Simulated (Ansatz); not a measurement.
**SnPtW in the AlB2 type: lattice stability ahead of a resistivity run**

Question: is the lattice of SnPtW in the AlB2 type stable, and if so, what are its coupling constant and resistivity?

Method: DFT PBEsol, scalar-relativistic, plane waves, PAW; PAW set soft_1, in Ansatz 0.2.0.

This is a report of a sequence of runs, with most program output left out.

The structure was built from a prototype and need not be the compound's stable phase.

## Step 1: The starting structure

Symmetry: P-6m2, No. 187, hexagonal system. The conventional cell has a = 3.992 Å, b = 3.992 Å, c = 4.191 Å, α = 90.00°, β = 90.00°, γ = 120.00°. Nearest to W lie 6 Pt at 3.11 Å and 6 Sn at 3.11 Å. Nearest to Sn lie 3 Pt at 2.30 Å and 6 W at 3.11 Å. Pt has 3 Sn at 2.30 Å and 6 W at 3.11 Å nearest. Farther neighbours are not listed.

## Step 2: Rough relaxation

The start is far from rest, so a relaxation with loose thresholds does the first part.

input.yaml

```yaml
crystal:
  lattice:
    - [3.99172, 0.0, 0.0]
    - [-1.99586, 3.45693, 0.0]
    - [0.0, 0.0, 4.19131]
  atoms:
    - { symbol: W, position: [0.0, 0.0, 0.0] }
    - { symbol: Sn, position: [0.33333333, 0.66666667, 0.5] }
    - { symbol: Pt, position: [0.66666667, 0.33333333, 0.5] }
kpoints:
  mp_grid: { grid: [6, 6, 6] }
hamiltonian:
  xc: pbesol
  pseudopotentials: { kind: paw, azcp: { folder: soft_1 }, xc_functional: pbe }
scf:
  occupations: { method: gaussian, width: 0.1 }
output:
  forces: true
  stress: true
  eigenvalues: true
relax:
  adjacent_minimum: "off"
  f_tol: 0.05
  max_steps: 80
  cell: { stress_tol: 0.5 }
```

Command:

```console
$ ansatz run input.yaml --threads 4 --pin off --max-ram 12288MiB --backend cpu --events-out ev --progress --plain --runs-dir out
```

Wall time 17 s (4 threads of Intel Xeon Platinum 8488C (Sapphire Rapids), shared host); peak memory 0.57 GiB; 63 s of CPU time.

The steps of the relaxation:

```csv
step,energy less that of the first step (eV),largest force component (eV/Å),pressure (GPa),volume (Å³)
1,0.0000,0.0000,11.93,57.84
2,-0.9754,0.0000,-1.42,59.29
3,-1.4761,0.0000,-1.18,57.43
4,-1.9231,0.0000,-1.13,55.71
5,-2.3230,0.0000,-0.14,53.87
6,-2.7200,0.0000,1.21,52.16
7,-3.0364,0.0000,3.51,50.61
8,-2.9660,0.0000,-11.45,54.11
9,-3.0869,0.0000,2.18,50.58
10,-3.0908,0.0000,0.03,51.09
11*,-3.0974,0.0000,0.29,51.09
```

Relaxation steps marked * repeat the geometry before them on a plane-wave basis chosen anew for their cell, so energy and pressure can jump there. Relaxation step 8 was tried and not accepted.

The run keeps the 12 symmetry operations that it works with, so distortions that break them were not tested.

```csv
cell as run,before,after,change
a (Å),3.992,4.514,+13.1 %
b (Å),3.992,4.514,+13.1 %
c (Å),4.191,2.894,-30.9 %
volume (Å³/atom),19.28,17.03,-11.7 %
```

The relaxed structure:

```
W Sn Pt
1.0
     4.51448    0.00000    0.00000
    -2.25724    3.90965    0.00000
     0.00000    0.00000    2.89445
W Sn Pt
1 1 1
Direct
  0.00000 0.00000 0.00000
  0.33333 0.66667 0.50000
  0.66667 0.33333 0.50000
```

Numbers from this step:

| Property | Result |
| --- | --- |
| pressure | 0.2922 GPa |
| volume per atom | 17.03 Å³/atom |
| metallic on mesh | yes |
| gap on the k-mesh | 0 eV |

The largest force is now zero by symmetry and the largest stress component 0.36 GPa.

## Step 3: Relaxation

Lattice constant and positions set the bands and the force constants, so the cell is relaxed first.

input.yaml, the sections that differ from step 2:

```yaml
crystal:
  lattice:
    - [4.5144795613, 0.0, 0.0]
    - [-2.2572397807, 3.909653985, 0.0]
    - [0.0, 0.0, 2.8944482486]
  atoms:
    - { symbol: W, position: [0.0, 0.0, 0.0] }
    - { symbol: Sn, position: [0.3333333333, 0.6666666667, 0.5] }
    - { symbol: Pt, position: [0.6666666667, 0.3333333333, 0.5] }
kpoints:
  mp_grid: { grid: [9, 9, 10] }
relax:
  adjacent_minimum: "off"
  f_tol: 0.005
  max_steps: 80
  cell: { stress_tol: 0.05 }
# hamiltonian, scf, output: as in step 2
```

Elapsed: 13 s, on 4 threads; peak memory 0.61 GiB.

The steps of the relaxation:

```csv
step,energy less that of the first step (eV),largest force component (eV/Å),pressure (GPa),volume (Å³)
1,0.0000,0.0000,0.23,51.09
2,-0.0004,0.0000,-0.13,51.13
3,-0.0008,0.0000,-0.04,51.13
4,-0.0008,0.0000,-0.04,51.13
```

The log counts 1 steps on a newly chosen plane-wave basis, not all of them marked here; energy and pressure can jump at such steps.

```csv
"conventional cell, symmetrised",before,after,change
a (Å),4.514,4.524,+0.2 %
b (Å),4.514,4.524,+0.2 %
c (Å),2.894,2.884,-0.4 %
volume (Å³/atom),17.03,17.04,+0.1 %
```

Final coordinates:

```cif
data_structure
_symmetry_space_group_name_H-M 'P 1'
_symmetry_Int_Tables_number 1
_cell_length_a 4.5244
_cell_length_b 4.5244
_cell_length_c 2.8841
_cell_angle_alpha 90.000
_cell_angle_beta 90.000
_cell_angle_gamma 120.000
_cell_volume 51.13
loop_
_atom_site_label
_atom_site_type_symbol
_atom_site_fract_x
_atom_site_fract_y
_atom_site_fract_z
_atom_site_occupancy
W1 W 0.00000 0.00000 0.00000 1
Sn2 Sn 0.33333 0.66667 0.50000 1
Pt3 Pt 0.66667 0.33333 0.50000 1
```

This step gave:

| Item | Value |
| --- | --- |
| pressure | -0.03624 GPa |
| volume per atom | 17.04 Å³/atom |

The largest force is now zero by symmetry and the largest stress component 0.038 GPa.

## Step 4: Tight relaxation

No force is left; the cell is relaxed once more with another smearing and tight thresholds.

input.yaml, the sections that differ from step 3:

```yaml
crystal:
  lattice:
    - [4.5243807665, 0.0, 0.0]
    - [-2.2621903833, 3.9182286802, 0.0]
    - [0.0, 0.0, 2.884089047]
  atoms:
    - { symbol: W, position: [0.0, 0.0, 0.0] }
    - { symbol: Sn, position: [0.3333333333, 0.6666666667, 0.5] }
    - { symbol: Pt, position: [0.6666666667, 0.3333333333, 0.5] }
scf:
  occupations: { method: methfessel_paxton, width: 0.2 }
relax:
  adjacent_minimum: "off"
  f_tol: 0.001
  max_steps: 60
  cell: { stress_tol: 0.01 }
# kpoints, hamiltonian, output: as in step 3
```

The job ended after 18 s (4 threads; peak memory 0.63 GiB; 67 s of CPU time).

Little changed from the start: no atom moved by 0.005 Å and no cell edge by 0.1 %.

Numbers from this step:

- pressure: 3.74e-5 GPa

The largest force is now zero by symmetry and the largest stress component 3.9e-5 GPa, small enough for phonons.

## Step 5: Lattice stability: q 2×2×2, k 4×4×6

Couplings are defined for a stable lattice alone, so phonons come first.

input.yaml

```yaml
crystal:
  lattice:
    - [4.5250120596, 0.0, 0.0]
    - [-2.2625060298, 3.918775396, 0.0]
    - [0.0, 0.0, 2.8823119201]
  atoms:
    - { symbol: W, position: [0.0, 0.0, 0.0] }
    - { symbol: Sn, position: [0.3333333333, 0.6666666667, 0.5] }
    - { symbol: Pt, position: [0.6666666667, 0.3333333333, 0.5] }
kpoints:
  mp_grid: { grid: [4, 4, 6] }
hamiltonian:
  xc: pbesol
  pseudopotentials: { kind: paw, azcp: { folder: soft_1 }, xc_functional: pbe }
scf:
  occupations: { method: methfessel_paxton, width: 0.2 }
output:
  eigenvalues: true
phonons:
  method: dfpt
  qmesh: [2, 2, 2]
  temperatures: { t_max: 1000, t_step: 50 }
  qpath:
    path:
      - [[0.0, 0.0, 0.0], [0.5, 0.0, 0.0], [0.33333333, 0.33333333, 0.0], [0.0, 0.0, 0.0], [0.0, 0.0, 0.5], [0.5, 0.0, 0.5], [0.33333333, 0.33333333, 0.5], [0.0, 0.0, 0.5]]
      - [[0.5, 0.0, 0.5], [0.5, 0.0, 0.0]]
      - [[0.33333333, 0.33333333, 0.5], [0.33333333, 0.33333333, 0.0]]
    npoints: 10
```

Run time: 26 s. Hardware: 4 threads; peak memory 0.73 GiB; 93 s of CPU time.

Numbers from this step:

| Property | Result |
| --- | --- |
| share of imaginary modes in the plain interpolation between solved wavevectors | 0.0747 |
| highest frequency, solved or plainly interpolated | 217.9 cm⁻¹ |

Solved on the 2×2×2 mesh alone; all other wavevectors are interpolated. Phonon branches along the path, in cm⁻¹:

```csv
point,branch 1,branch 2,branch 3,branch 4,branch 5,branch 6,branch 7,branch 8,branch 9
Γ,0,0,0,31,94,108,108,213,213
halfway,-12,26,42,74,88,88,92,205,215
M,25,29,56,64,67,75,109,196,216
halfway,-27,39,56,62,67,72,117,193,217
K,-42,50,55,60,63,67,123,190,218
halfway,-21,33,43,80,84,86,90,202,216
Γ,0,0,0,31,94,108,108,213,213
halfway,32,32,50,70,95,95,149,205,205
A,58,58,60,72,72,75,197,197,201
halfway,-31,54,67,69,99,102,191,197,201
L,-35,27,75,79,106,118,186,195,205
halfway,-41,38,74,87,108,115,179,194,208
H,-45,45,74,96,111,111,173,194,211
halfway,-36,50,68,74,103,104,188,197,203
A,58,58,60,72,72,75,197,197,201
jump to L,-35,27,75,79,106,118,186,195,205
halfway,26,30,66,68,92,112,144,191,211
M,25,29,56,64,67,75,109,196,216
jump to H,-45,45,74,96,111,111,173,194,211
halfway,-39,50,63,77,92,118,144,183,214
K,-42,50,55,60,63,67,123,190,218
```

Lowest modes at the softest wavevector of the mesh. Modes at q = (0.500, 0.000, 0.500), with each element's share of the kinetic energy (negative means imaginary):

```csv
mode,frequency (cm⁻¹),W %,Sn %,Pt %
1,-35.0,83,1,16
2,27.0,0,30,70
3,75.0,100,0,0
4,78.6,20,1,79
5,105.7,11,17,72
6,117.5,77,2,21
```

Displacements in mode 1 (-35.0 cm⁻¹), the largest set to 1, in the home cell:
```
W1  0.00 0.00 1.00
Sn2 0.13 0.07 0.00
Pt3 0.37 0.21 0.00
```

Displacements in mode 6 (117.5 cm⁻¹), the largest set to 1, in the home cell:
```
W1  1.00 0.58 0.00
Sn2 0.00 0.00 0.24
Pt3 0.00 0.00 0.58
```

Among the solved wavevectors the lowest mode, translations apart, is -35 cm⁻¹, imaginary.

## Step 6: Phonons by linear response: q 3×3×2, k 6×6×8

An imaginary mode on so few k-points may come from the sampling, so the phonons are repeated with another q and k mesh.

Edit input.yaml of step 5 so:

```diff
@@ -10,3 +10,3 @@
 kpoints:
-  mp_grid: { grid: [4, 4, 6] }
+  mp_grid: { grid: [6, 6, 8] }
 hamiltonian:
@@ -20,3 +20,3 @@
   method: dfpt
-  qmesh: [2, 2, 2]
+  qmesh: [3, 3, 2]
   temperatures: { t_max: 1000, t_step: 50 }
```

Run time: 91 s. Hardware: 4 threads; peak memory 0.9 GiB; 5.7 min of CPU time.

Numbers from this step:

```
share of imaginary modes in the plain interpolation between solved wavevectors : 0.0317
highest frequency, solved or plainly interpolated                              : 218.3 cm⁻¹
```

Solved on the 3×3×2 mesh alone; all other wavevectors are interpolated. Phonon branches along the path, in cm⁻¹:

```csv
point,branch 1,branch 2,branch 3,branch 4,branch 5,branch 6,branch 7,branch 8,branch 9
Γ,0,0,0,40,91,93,93,211,211
halfway,19,30,50,80,84,85,86,200,214
M,27,27,61,64,71,75,110,194,217
halfway,-43,37,56,61,69,79,117,192,218
K,-60,47,54,55,58,82,123,191,218
halfway,-12,35,49,76,84,85,93,198,215
Γ,0,0,0,40,91,93,93,211,211
halfway,45,45,66,84,92,92,148,204,204
A,69,69,89,89,92,95,198,198,200
halfway,37,53,86,92,104,115,192,196,201
L,23,32,85,88,98,120,186,194,205
halfway,9,45,75,94,97,117,180,193,207
H,-16,56,67,94,97,112,176,192,208
halfway,32,50,84,93,104,117,189,196,203
A,69,69,89,89,92,95,198,198,200
jump to L,23,32,85,88,98,120,186,194,205
halfway,25,44,69,80,89,111,146,190,211
M,27,27,61,64,71,75,110,194,217
jump to H,-16,56,67,94,97,112,176,192,208
halfway,-42,53,54,82,90,111,145,184,213
K,-60,47,54,55,58,82,123,191,218
```

Lowest modes at the softest wavevector of the mesh. Modes at q = (-0.333, -0.333, 0.000), with each element's share of the kinetic energy (negative means imaginary):

```csv
mode,frequency (cm⁻¹),W %,Sn %,Pt %
1,-59.6,0,31,69
2,47.3,87,13,0
3,53.5,0,100,0
4,54.6,100,0,0
5,57.6,0,0,100
6,82.5,74,0,26
```

Displacements in mode 1 (-59.6 cm⁻¹), the largest set to 1, in the home cell (x, y, z of the real part, then of the imaginary part):
```
W1   0.00  0.00  0.00  0.00  0.00  0.00
Sn2  0.42  0.74  0.00 -0.74  0.42  0.00
Pt3 -0.50 -0.87  0.00 -0.87  0.50  0.00
```

Displacements in mode 3 (53.5 cm⁻¹), the largest set to 1, in the home cell:
```
W1   0.00  0.00  0.00
Sn2  0.00  0.00 -1.00
Pt3  0.00  0.00  0.00
```

The modes has structure finer than the step of the table below, so its rows give means over 10 cm⁻¹, whole bins alone (the curve runs from -69.6 to 235 cm⁻¹). Peaks (cm⁻¹: height): Pt -29.4: 0.0051, 47.2: 0.0333, 81.7: 0.0374, 98.9: 0.0328, 110.4: 0.0219, 208.0: 0.0203; Sn 47.2: 0.0119, 131.4: 0.0149, 150.6: 0.0160, 167.8: 0.0147, 192.7: 0.0751, 208.0: 0.0491; W 47.2: 0.0420, 91.2: 0.0818, 112.3: 0.0321.

Phonopy on the run's constants, 15x15x19 mesh, Gaussian sigma 2.2 cm⁻¹. The modes by wavenumber; means over each step; values in 1/cm⁻¹/cell:

```csv
wavenumber (cm⁻¹),Pt,Sn,W
-60,6.2e-4,2.7e-4,2.2e-6
-50,0.00260,0.00111,3.6e-5
-40,0.00350,0.00145,1.4e-4
-30,0.00477,0.00193,3.4e-4
-20,0.00453,0.00172,6.5e-4
-10,0.00254,9.2e-4,5.6e-4
0,0.00104,4.0e-4,2.6e-4
10,0.00572,0.00237,0.00154
20,0.0121,0.00515,0.00387
30,0.0140,0.00674,0.00909
40,0.0206,0.00914,0.0217
50,0.0247,0.0102,0.0289
60,0.0172,0.00903,0.0179
70,0.0252,0.00594,0.0224
80,0.0347,0.00704,0.0441
90,0.0282,0.00952,0.0675
100,0.0272,0.00854,0.0290
110,0.0185,0.00687,0.0260
120,0.00861,0.00241,0.0153
130,4.1e-4,0.00785,0.00160
140,3.8e-5,9.6e-4,1.6e-4
150,1.4e-4,0.00893,8.0e-4
160,2.6e-5,0.00263,1.8e-4
170,1.2e-4,0.00811,4.1e-4
180,0.00108,0.0226,9.6e-4
190,0.00690,0.0616,0.00334
200,0.0110,0.0384,0.00103
210,0.0187,0.0456,0.00163
220,0.00514,0.0124,4.6e-4
```

No LO-TO term; unit eigenvectors of the mass-weighted matrix. Modes at Γ, with each element's share of the kinetic energy:

```csv
mode,frequency (cm⁻¹),symmetry,W %,Sn %,Pt %
1,0.0,unnamed,37,24,39
2,0.0,unnamed,37,24,39
3,0.0,unnamed,37,24,39
4,39.6,A2'',3,48,49
5,91.4,unnamed,60,28,11
6,92.6,unnamed,61,5,34
7,92.6,unnamed,61,5,34
8,210.7,E',2,71,27
9,210.7,E',2,71,27
```

Displacements in mode 4 (39.6 cm⁻¹), the largest set to 1:
```
W1   0.00  0.00 -0.20
Sn2  0.00  0.00 -1.00
Pt3  0.00  0.00  0.79
```

Displacements in mode 5 (91.4 cm⁻¹), the largest set to 1:
```
W1   0.00  0.00  1.00
Sn2  0.00  0.00 -0.86
Pt3  0.00  0.00 -0.42
```

Among the solved wavevectors the lowest mode, translations apart, is -59.6 cm⁻¹, imaginary.

## Step 7: Phonons: Fermi–Dirac smearing of 0.3 eV

The phonons are repeated on the same meshes with a wide Fermi–Dirac smearing, to see whether the soft mode comes from sharp features of the Fermi surface.

Edit input.yaml of step 6 so:

```diff
@@ -15,3 +15,3 @@
 scf:
-  occupations: { method: methfessel_paxton, width: 0.2 }
+  occupations: { method: fermi_dirac, width: 0.3 }
 output:
```

Elapsed: 94 s, on 4 threads; peak memory 0.93 GiB.

This step gave:

* share of imaginary modes in the plain interpolation between solved wavevectors: 0.005
* highest frequency, solved or plainly interpolated: 220.6 cm⁻¹

Solved on the 3×3×2 mesh alone; all other wavevectors are interpolated. Phonon branches along the path, in cm⁻¹:

```csv
point,branch 1,branch 2,branch 3,branch 4,branch 5,branch 6,branch 7,branch 8,branch 9
Γ,0,0,0,45,94,108,108,213,213
halfway,25,34,49,84,90,91,94,205,216
M,39,42,64,70,79,80,118,198,219
halfway,11,45,62,69,76,86,124,197,220
K,-32,52,62,68,70,88,130,196,221
halfway,23,40,49,84,88,94,96,203,217
Γ,0,0,0,45,94,108,108,213,213
halfway,49,49,66,88,105,105,147,207,207
A,78,78,82,95,95,102,198,200,200
halfway,46,64,97,97,109,112,195,197,204
L,46,58,96,104,110,114,189,197,208
halfway,46,62,98,104,111,113,183,198,210
H,45,66,99,106,108,116,177,198,211
halfway,46,62,97,99,111,112,192,197,206
A,78,78,82,95,95,102,198,200,200
jump to L,46,58,96,104,110,114,189,197,208
halfway,44,63,84,86,92,116,148,194,214
M,39,42,64,70,79,80,118,198,219
jump to H,45,66,99,106,108,116,177,198,211
halfway,23,69,83,87,92,123,149,187,216
K,-32,52,62,68,70,88,130,196,221
```

Lowest modes at the softest wavevector of the mesh. Modes at q = (-0.333, -0.333, 0.000), with each element's share of the kinetic energy (negative means imaginary):

```csv
mode,frequency (cm⁻¹),W %,Sn %,Pt %
1,-31.6,0,31,69
2,51.9,0,100,0
3,62.3,0,0,100
4,68.2,88,12,0
5,70.4,100,0,0
6,88.3,79,0,21
```

Displacements in mode 1 (-31.6 cm⁻¹), the largest set to 1, in the home cell (x, y, z of the real part, then of the imaginary part):
```
W1   0.00  0.00  0.00  0.00  0.00  0.00
Sn2  0.85  0.03  0.00 -0.03  0.85  0.00
Pt3  0.47 -0.88  0.00 -0.88 -0.47  0.00
```

Displacements in mode 5 (70.4 cm⁻¹), the largest set to 1, in the home cell:
```
W1  0.00 0.00 1.00
Sn2 0.00 0.00 0.00
Pt3 0.00 0.00 0.00
```

Among the solved wavevectors the lowest mode, translations apart, is -31.6 cm⁻¹, imaginary.

For the lowest on path, step 6 gave -59.6 cm⁻¹; this run, with occupations Fermi-Dirac and smearing width 0.3 eV, gives -31.6 cm⁻¹.

## Step 8: Results

```yaml
phonon_run_of_the_rows_without_a_label_of_their_own: PBEsol, q 3×3×2, k 6×6×8
softest_mode_on_the_q_mesh: -59.6 cm⁻¹ at q = (-0.333, -0.333, 0)
highest_frequency_solved_or_plainly_interpolated: 218 cm⁻¹
```

**Reading.** The lattice is dynamically unstable at this level: a mode at q = (-0.333, -0.333, 0) is imaginary, 59.6i cm⁻¹, so no harmonic coupling constant or resistivity is defined for this structure. These meshes are coarse, and single modes of a metal can move by tens of cm⁻¹ with the k mesh. The coarser mesh found an imaginary mode at another wavevector, which this mesh lacks. Spin–orbit coupling, left out here, matters for Pt and W. The phonon runs are not spin-polarised. The PAW files were made for PBE; under other functionals the run regenerates their frozen core. The structure was built by hand as an ordered model, and its stability against other phases was not tested.

[Logs are printed without paths, hosts, clocks, repeated set-up lines and the standing remarks that a program may print on its own settings, such as how far it seeks lower states.]

[Hosts, paths, dates, database ids (printed as entryN), source tags and the programs' standing remarks are cut or masked in the printed files.]
